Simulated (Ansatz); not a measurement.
# NiO2 monolayer (1T): phonons and vibrational spectra, part 2 of 2

Aim: the phonons of NiO2 monolayer (1T) at a cell relaxed beforehand at this level. After the zone centre comes a 6×6×1 q mesh on a 12×12×1 k mesh.

Ansatz 0.2.0; DFT PBEsol, scalar-relativistic, plane waves, PAW.

So far. Step 2 (Zone-centre response): Before it was imposed, the acoustic sum rule was missed by 2.0e-4 eV/Å² and the charge sum rule by 0.0015 e. Small misses are needed for a sound result but don't prove that mesh and cutoff are converged. The lowest optical mode is real, 497 cm⁻¹.

## 3. The dispersion

Stability and thermal properties need the whole zone. Linear response on a 6×6×1 q mesh gives force constants as far as a supercell of that size would, and the tensors from the zone-centre run are typed in so that the long-range dipole term is interpolated apart.

File input.yaml:

```yaml
crystal:
  lattice:
    - [2.7833748402, 0.0, 0.0]
    - [-1.3916874201, 2.4104733198, 0.0]
    - [0.0, 0.0, 28.308]
  atoms:
    - { symbol: Ni, position: [0.0, 0.0, 0.3532570298] }
    - { symbol: O, position: [0.3333333333, 0.6666666667, 0.386228826] }
    - { symbol: O, position: [0.6666666667, 0.3333333333, 0.3202852336] }
  periodic: [true, true, false]
kpoints:
  mp_grid: { grid: [12, 12, 1] }
hamiltonian:
  xc: pbesol
scf:
  occupations: { method: fixed }
output:
  eigenvalues: true
phonons:
  method: dfpt
  qmesh: [6, 6, 1]
  temperatures: { t_max: 1000, t_step: 50 }
  qpath:
    path:
      - [0.0, 0.0, 0.0]
      - [0.5, 0.0, 0.0]
      - [0.33333333, 0.33333333, 0.0]
      - [0.0, 0.0, 0.0]
    npoints: 10
  isolated: true
  non_analytic_term:
    high_frequency_dielectric_tensor: [[3.189, 0.0, 0.0], [0.0, 3.189, 0.0], [0.0, 0.0, 1.1073]]
    born_effective_charges:
      - { species: Ni, tensor: [[3.6923, 0.0, 0.0], [0.0, 3.6923, 0.0], [0.0, 0.0, 0.1912]] }
      - { species: O, tensor: [[-1.8461, 0.0, 0.0], [0.0, -1.8461, 0.0], [0.0, 0.0, -0.0956]] }
      - { species: O, tensor: [[-1.8461, 0.0, 0.0], [0.0, -1.8461, 0.0], [0.0, 0.0, -0.0956]] }
    source: "zone-centre run at this cell"
```

On the command line:

```sh
> ansatz run input.yaml --threads 4 --pin off --max-ram 14336MiB --backend cpu --events-out ev --progress --plain --runs-dir out
```

Numbers of over 12 decimals in the logs are rounded to 6 here.

The program printed:

```text
Warning: phonons: the dynamical matrix that this run interpolates holds no multipole term above the dipole-dipole one, and a site of this crystal is no centre of inversion, so its interpolated transverse optical and acoustic branches and sound speeds can stay off near Gamma, and the density of states and the thermodynamics with them. What a run solves at a wave vector of phonons.qpoints, Gamma apart, where the deck admits one, is free of this, and under fd what a larger phonons.supercell samples
[...]
Crystal: 3 atoms, lattice volume = 189.925 Å³
Basis set: ecut = 420 eV, 3755 PW (Γ), exchange–correlation on 40×40×384 points (8 copies of the dense FFT grid, shifted against one another)
Bands: 19, of which v1, the nominal top of the filled ones, is band 15 counted from 1 (14 counted from 0)
Symmetry: 12 space group operations
k-points: 19 of 144 (irreducible under 6 space group operations, time reversal used)
[...]
SCF iter   1: F=—  HF=-6923.851426 eV  |F-HF|=—  |Δ(HF+E_count)|=         —  Δρ=6.42e-3  dr2=3.98e-2  ethr=1.77e-3  ⟨swp⟩=6.3  Hψ=1937  notcnv=0  defer=38
[...]
SCF iter  11: F=-6923.836935 eV  HF=-6923.836935 eV  |F-HF|=3.64e-11  |Δ(HF+E_count)|=  1.64e-11  Δρ=2.12e-8  dr2=1.02e-12  ethr=1.00e-12  ⟨swp⟩=21.6  Hψ=3515  notcnv=0
SCF 1 converged in 11 iterations: F = -6923.836935 eV  dr2 = 1.02e-12
[...]
NSCF: frozen V_eff on 19 k-points
[...]
DFPT response loops at q = (0, 0, 0) (fractional): preconditioner auto → none (the input reference at scf.mixing.eps_inf says where Resta's filter doesn't serve); β = 0.50; Broyden in place of MSR1
[...]
SCF converged after 11 iterations
Free energy (F): -6923.836935 eV
[...]
Internal energy: -6923.836935 eV  (E = F + TS)
E sigma→0 (E₀):  -6923.836935 eV
Fermi energy:    -8.055390 eV
[...]
--- Band table (eV; the first three rows and the last of 19) ---
  k-point 0: bands = [... 11 lower, -9.3875, -9.0480, -9.0480, -8.1283, -5.5977, -5.5977, -0.6932, -0.2672]
  k-point 1: bands = [... 11 lower, -9.2465, -9.1438, -8.8957, -8.0673, -5.8401, -5.6546, -0.4659, -0.0953]
  k-point 2: bands = [... 11 lower, -9.3403, -8.8428, -8.7123, -8.0755, -6.3899, -5.7717, 0.1521, 0.4118]
  k-point 18: bands = [... 11 lower, -10.8432, -9.7468, -8.6819, -8.6819, -6.3891, -6.3891, 6.5088, 6.6262]
--- Phonons (Γ-DFPT): 6 representative perturbations + reference (Σ response iterations 32) ---
  ASR residual: 4.893e-5 → 0.000e0 eV/Å²; symmetrization residual: 2.236e-6 eV/Å²
[...]
ASR residual per site (eV/Å²): 4.89e-5 2.25e-5 1.82e-5
  Γ frequencies (cm⁻¹): 0.00 0.00 0.00 496.92 496.92 571.89 577.99 577.99 659.19
--- Phonons (arbitrary-q DFPT): 7 irreducible q on the 6×6×1 mesh ---
  q = [0.0000, 0.0000, 0.0000] (star 1, of the zone-centre solve; hermiticity 1.35e-7, symmetrization 1.10e-13, taken by the last average 3.66e-8): -0.00 0.00 0.00 496.92 496.92 571.89 577.99 577.99 659.19
  q = [0.0000, 0.1667, 0.0000] (star 6, 9 solved perturbations on 78 of 144 k-point pairs; hermiticity 1.17e-7, symmetrization 2.13e-11, taken by the last average 3.35e-8): 51.69 118.30 186.52 508.99 522.55 568.88 578.45 615.63 641.79
[...]
q = [0.1667, 0.1667, 0.0000] (star 6, 6 solved perturbations in 666 linear systems a pass and spin channel, the states on 144 of 144 k-point pairs; hermiticity 8.65e-8, symmetrization 3.03e-11, taken by the last average 3.98e-8): 125.23 216.91 303.41 531.64 531.90 552.41 587.46 593.46 622.25
[...]
sum rule: each row above includes the acoustic sum rule's correction from the zone centre's row sums; it moved no ω² by more than (0.62 cm⁻¹)²
  mesh force constants: q→R imaginary residual 1.28e-18; ASR residual 4.893e-5 → 0.000e0 eV/Å²; symmetrization residual 4.263e-14 eV/Å²
  interpolated dispersion: 31 rows × 9 modes
  density of states and harmonic sums: on the 30×30×1 q-mesh, interpolated from the force constants of a 6×6×1 supercell (with the dipole–dipole term of supplied tensors)
  largest difference from the sums on the solved wave vectors: F 2.52e-2 eV, S 3.22e-5 and C_V 6.87e-6 eV/K
  zero-point energy: 0.255627 eV/cell   skipped modes (ω ≤ 0): 3   left out of the sums: 3.70e-4 of the cell's modes: C_V's classical limit lies that fraction below 3 k_B per atom; for a crystal, a wire or a layer, F and S can be off by more, and a phonons.interpolated_qmesh denser along its periods is the remedy for the sampling
```

Elapsed: 6.7 min, on 4 threads of Arm Neoverse V2, shared host; peak memory 1.4 GiB.

Numbers from this step:

```
sum-rule residual before enforcement                    : 4.89e-5 eV/Å²
lowest frequency on the path                            : 0 cm⁻¹
highest frequency on the path or at a solved wavevector : 659.2 cm⁻¹
mean frequency                                          : 458.1 cm⁻¹
lowest mode on the q mesh (acoustic modes at Γ apart)   : 51.69 cm⁻¹
zero-point energy per atom                              : 85.21 meV
heat capacity at 300 K                                  : 16.64 J/(mol atoms K)
vibrational entropy at 300 K                            : 13.13 J/(mol atoms K)
```

Frequencies (cm⁻¹) solved at each irreducible wavevector; negative means imaginary. Frequencies by wavevector, by row:

```tsv
q in reciprocal lattice units	star	mode 1	mode 2	mode 3	mode 4	mode 5	mode 6	mode 7	mode 8	mode 9
0 0 0	1	0	0	0	496.9	496.9	571.9	578	578	659.2
0 0.1667 0	6	51.7	118.3	186.5	509	522.5	568.9	578.5	615.6	641.8
0 0.3333 0	6	164	234	348.7	505.1	523.5	561.2	564.7	596.1	634.8
0 -0.5 0	3	239.2	301.5	444.1	455.5	468.8	569.9	578.8	586	629.7
0.1667 0.1667 0	6	125.2	216.9	303.4	531.6	531.9	552.4	587.5	593.5	622.2
0.1667 0.3333 0	12	216.3	320.3	412	484.4	504.7	564	583.6	595.6	607.7
0.3333 0.3333 0	2	239.7	403.2	403.2	498.9	498.9	536.4	594.2	594.2	597.5
```

Interpolated from a 6×6×1 q mesh, with the LO-TO term (at Γ the limit along the path; where Γ stands inside the path, tables give the limit on arrival). The phonon branches at the labelled points (cm⁻¹):

```tsv
point	branch 1	branch 2	branch 3	branch 4	branch 5	branch 6	branch 7	branch 8	branch 9
Γ	0	0	0	497	497	572	578	578	659
halfway	104	177	272	517	539	560	571	595	642
M	239	302	444	456	469	570	579	586	630
halfway	235	338	442	463	492	567	584	595	606
K	240	403	403	499	499	536	594	594	598
halfway	125	217	303	532	532	552	588	594	622
Γ	0	0	0	497	497	572	578	578	659
```

The phonon branches as a text plot (rows in cm⁻¹):

```
    645 |***************                                   ******
    618 | ******        ************         *******************
    591 |***  *********************************************  ****
    563 |*****************************         ******************
    536 |       ******                *******************
    508 |***************            *********  *****     ********
    481 |               *****************  ****
    453 |                   ********
    426 |                 **        *****  **
    398 |               **              ***  *****
    371 |             **             ***   **
    343 |                          **        **   **
    316 |           **        *****            ***  **
    288 |                 ****
    261 |         **    **                        **  ***
    233 |       **    **  *********************
    206 |           **  **                     ***  **
    179 |     **  **  **                              *****
    151 |       **  **                            **
    124 |   **                                      **   ****
     96 |     **  **                                  ***  **
     69 | ****  **                                           ***
     41 | **  **                                         **  ***
     14 |*****                                             ******
         Γ                   M           K                      Γ
```

Tetrahedra on a 30×30×1 mesh, mean over bins of 10 cm-1. Interpolated from a 6×6×1 q mesh. The phonon density of states by wavenumber; read off at these points:

```tsv
wavenumber (cm⁻¹)	phonon density of states (1/cm⁻¹/cell)
5	0.00174
25	0.00242
55	0.00335
75	0.00393
95	0.00451
115	0.00516
145	0.00621
165	0.00707
185	0.00818
205	0.00987
235	0.0234
255	0.0054
275	0.00628
305	0.00978
325	0.00699
345	0.00633
365	0.00599
395	0.00569
415	0.0111
435	0.0073
465	0.00721
485	0.0240
505	0.0335
515	0.0387
525	0.0282
555	0.0349
575	0.0673
595	0.0807
615	0.0207
625	0.0344
645	0.00993
665	0
```

The partial phonon density of states has structure finer than the step of the table below, so its rows give means over 20 cm⁻¹, whole bins alone (the curve runs from -10 to 689 cm⁻¹). Peaks (cm⁻¹: height): Ni 183.4: 0.00701, 231.8: 0.0130, 280.1: 0.00725, 306.5: 0.0083, 416.4: 0.00703, 570.3: 0.0127, 627.4: 0.00801; O 517.5: 0.0335, 592.3: 0.0663.

Phonopy on the run's constants, 21x21x1 mesh, Gaussian sigma 5.0 cm-1. Interpolated from a 6×6×1 q mesh. Partial phonon density of states against wavenumber; means over each step; values in 1/cm⁻¹/cell:

```tsv
wavenumber (cm⁻¹)	Ni	O
0	8.0e-4	4.4e-4
20	0.00127	7.2e-4
40	0.00171	9.9e-4
60	0.00241	0.00140
80	0.00229	0.00136
100	0.00324	0.00191
120	0.00326	0.00192
140	0.00366	0.00213
160	0.00444	0.00255
180	0.00530	0.00295
200	0.00557	0.00294
220	0.00960	0.00469
240	0.00910	0.00418
260	0.00348	0.00177
280	0.00531	0.00249
300	0.00601	0.00246
320	0.00496	0.00208
340	0.00500	0.00219
360	0.00407	0.00184
380	0.00386	0.00191
400	0.00413	0.00221
420	0.00598	0.00315
440	0.00322	0.00287
460	0.00196	0.00462
480	0.00181	0.0174
500	0.00185	0.0269
520	0.00172	0.0305
540	0.00259	0.0175
560	0.0101	0.0287
580	0.0101	0.0510
600	0.00714	0.0425
620	0.00754	0.0170
640	0.00582	0.0113
660	7.1e-4	0.00131
```

Harmonic thermodynamic functions per atom, from the density of states. Interpolated from a 6×6×1 q mesh. Thermodynamic functions, by row:

```tsv
T (K)	F_vib (meV/atom)	S (J/mol-atom/K)	C_V (J/mol-atom/K)
0	85.21	0	0
100	84.15	2.53	3.906
200	79.13	7.456	11.24
300	68.45	13.13	16.64
400	52.07	18.37	19.63
500	30.59	22.95	21.32
600	4.7	26.93	22.33
700	-25.07	30.43	22.98
800	-58.24	33.53	23.41
900	-94.46	36.3	23.72
1000	-133.4	38.82	23.95
```

Symmetry leaves 7 wavevectors to solve. The lowest mode among them, the acoustic zeros apart, lies at q = (0, 0.167, 0) and is real, 51.7 cm⁻¹.

## 4. Another isotope, element Ni, natural mass 58.6934 amu

An isotope changes the mass and not the force constants, so no new electronic calculation is needed; the shifts show which modes move this element.

The same force constants with the mass of Ni changed from 58.693 to 63.928 u (phonopy, no LO-TO term). Both lists are sorted by frequency; levels can cross, so a row need not hold one and the same mode. Modes under 3 cm⁻¹ are left out. Isotope shifts, by row:

```tsv
q	rank	natural mass (cm⁻¹)	changed mass (cm⁻¹)
0 0 0	4	496.9	496.9
0 0 0	5	496.9	496.9
0 0 0	6	571.9	569.6
0 0 0	7	578	569.6
0 0 0	8	578	571.9
0 0 0	9	659.2	649.6
0 0.1667 0	1	51.69	50.3
0 0.1667 0	2	118.3	115
0 0.1667 0	3	186.5	181.4
0 0.1667 0	4	509	508.9
0 0.1667 0	5	522.5	522.1
0 0.1667 0	6	568.9	560.6
0 0.1667 0	7	578.5	578
0 0.1667 0	8	615.6	606.9
0 0.1667 0	9	641.8	632.5
0 0.3333 0	1	164	159.5
0 0.3333 0	2	234	227.3
0 0.3333 0	3	348.7	339.4
0 0.3333 0	4	505.1	503.9
0 0.3333 0	5	523.5	518.8
0 0.3333 0	6	561.2	554.9
0 0.3333 0	7	564.7	560.7
0 0.3333 0	8	596.1	595.7
0 0.3333 0	9	634.8	626.2
0 -0.5 0	1	239.2	231.7
0 -0.5 0	2	301.5	291.6
0 -0.5 0	3	444.1	439
0 -0.5 0	4	455.5	444.1
0 -0.5 0	5	468.8	468.8
0 -0.5 0	6	569.9	564.7
0 -0.5 0	7	578.8	575.3
0 -0.5 0	8	586	586
0 -0.5 0	9	629.7	623
```

A mode of this element alone would shift by -4.18 %. The highest zone-centre frequency without the field goes from 659.2 to 649.6 cm⁻¹ (-1.5 %). The product of the frequency ratios over all optical modes at Γ is 0.957; the product rule, (m/m′)^(3k/2) (M′/M)^(3/2) with k = 1 such atoms and M the mass of the cell, gives 0.957.

## 5. Another isotope, element O, natural mass 15.999 amu

The same for O, from 16.00 to 18.00 u.

The same force constants with the mass of O changed from 15.999 to 17.999 u (phonopy, no LO-TO term). Both lists are sorted by frequency; levels can cross, so a row need not hold one and the same mode. Modes under 3 cm⁻¹ are left out. Isotope shifts, by row:

```tsv
q	rank	natural mass (cm⁻¹)	changed mass (cm⁻¹)
0 0 0	4	496.9	468.5
0 0 0	5	496.9	468.5
0 0 0	6	571.9	539.2
0 0 0	7	578	556.8
0 0 0	8	578	556.8
0 0 0	9	659.2	635
0 0.1667 0	1	51.69	50.52
0 0.1667 0	2	118.3	115.7
0 0.1667 0	3	186.5	182.4
0 0.1667 0	4	509	479.9
0 0.1667 0	5	522.5	493.1
0 0.1667 0	6	568.9	545.7
0 0.1667 0	7	578.5	548.2
0 0.1667 0	8	615.6	593.2
0 0.1667 0	9	641.8	618.3
0 0.3333 0	1	164	160.3
0 0.3333 0	2	234	229.2
0 0.3333 0	3	348.7	340.3
0 0.3333 0	4	505.1	477.4
0 0.3333 0	5	523.5	499.1
0 0.3333 0	6	561.2	538.8
0 0.3333 0	7	564.7	539.3
0 0.3333 0	8	596.1	562.9
0 0.3333 0	9	634.8	611.4
0 -0.5 0	1	239.2	235.2
0 -0.5 0	2	301.5	297.1
0 -0.5 0	3	444.1	418.7
0 -0.5 0	4	455.5	442
0 -0.5 0	5	468.8	450.7
0 -0.5 0	6	569.9	545.3
0 -0.5 0	7	578.8	550.7
0 -0.5 0	8	586	552.5
0 -0.5 0	9	629.7	604.4
```

A mode of this element alone would shift by -5.72 %. The highest zone-centre frequency without the field goes from 659.2 to 635.0 cm⁻¹ (-3.7 %). The product of the frequency ratios over all optical modes at Γ is 0.749; the product rule, (m/m′)^(3k/2) (M′/M)^(3/2) with k = 2 such atoms and M the mass of the cell, gives 0.749.

## 6. Summary of results

- space group (within 0.01 Å): P-3m1
- area per atom: 2.24 Å²
- gap on the k-mesh: 1.30 eV
- highest optical mode at the zone centre (no LO-TO term): 659 cm⁻¹
- lowest optical zone-centre mode: 497 cm⁻¹
- largest Born charge (third of the trace): 2.53 e
- lowest mode on the q mesh (acoustic modes at Γ apart): 51.7 cm⁻¹
- highest frequency on the path or at a solved wavevector: 659 cm⁻¹
- zero-point energy per atom: 85.2 meV
- heat capacity at 300 K: 16.6 J/(mol atoms K)
- vibrational entropy at 300 K: 13.1 J/(mol atoms K)
- imaginary modes on the 6×6×1 q mesh: none

In words: The structure is a minimum as far as tested: no mode is imaginary at the 7 irreducible wavevectors of the 6×6×1 mesh, and the softest away from the acoustic zeros lies at 52 cm⁻¹. Without the field, the optical modes at Γ span 497 to 659 cm⁻¹. The highest mode in this list at Γ, 659.2 cm⁻¹, has its largest share on O (65 % of the kinetic energy). The strongest infrared line is at 578 cm⁻¹. Averaged over orientations, the strongest Raman line at 532 nm and 300 K is at 497 cm⁻¹. The tensors are the static, non-resonant ones, while 532 nm light (2.33 eV) lies above the computed gap. In a sheet or slab the interpolated bending branch near Γ is rough, since the rotational sum rule isn't imposed. Dielectric tensors refer to the cell with its vacuum. The starting cell was built on a prototype and not taken from a measurement. These are harmonic frequencies at zero temperature: anharmonic shifts, linewidths and thermal expansion are left out.

[Logs are printed without paths, hosts, clocks, repeated set-up lines and the standing remarks that a program may print on its own settings, such as how far it seeks lower states.]

[Hosts, paths, dates, database ids (printed as entryN), source tags and the programs' standing remarks are cut or masked in the printed files.]
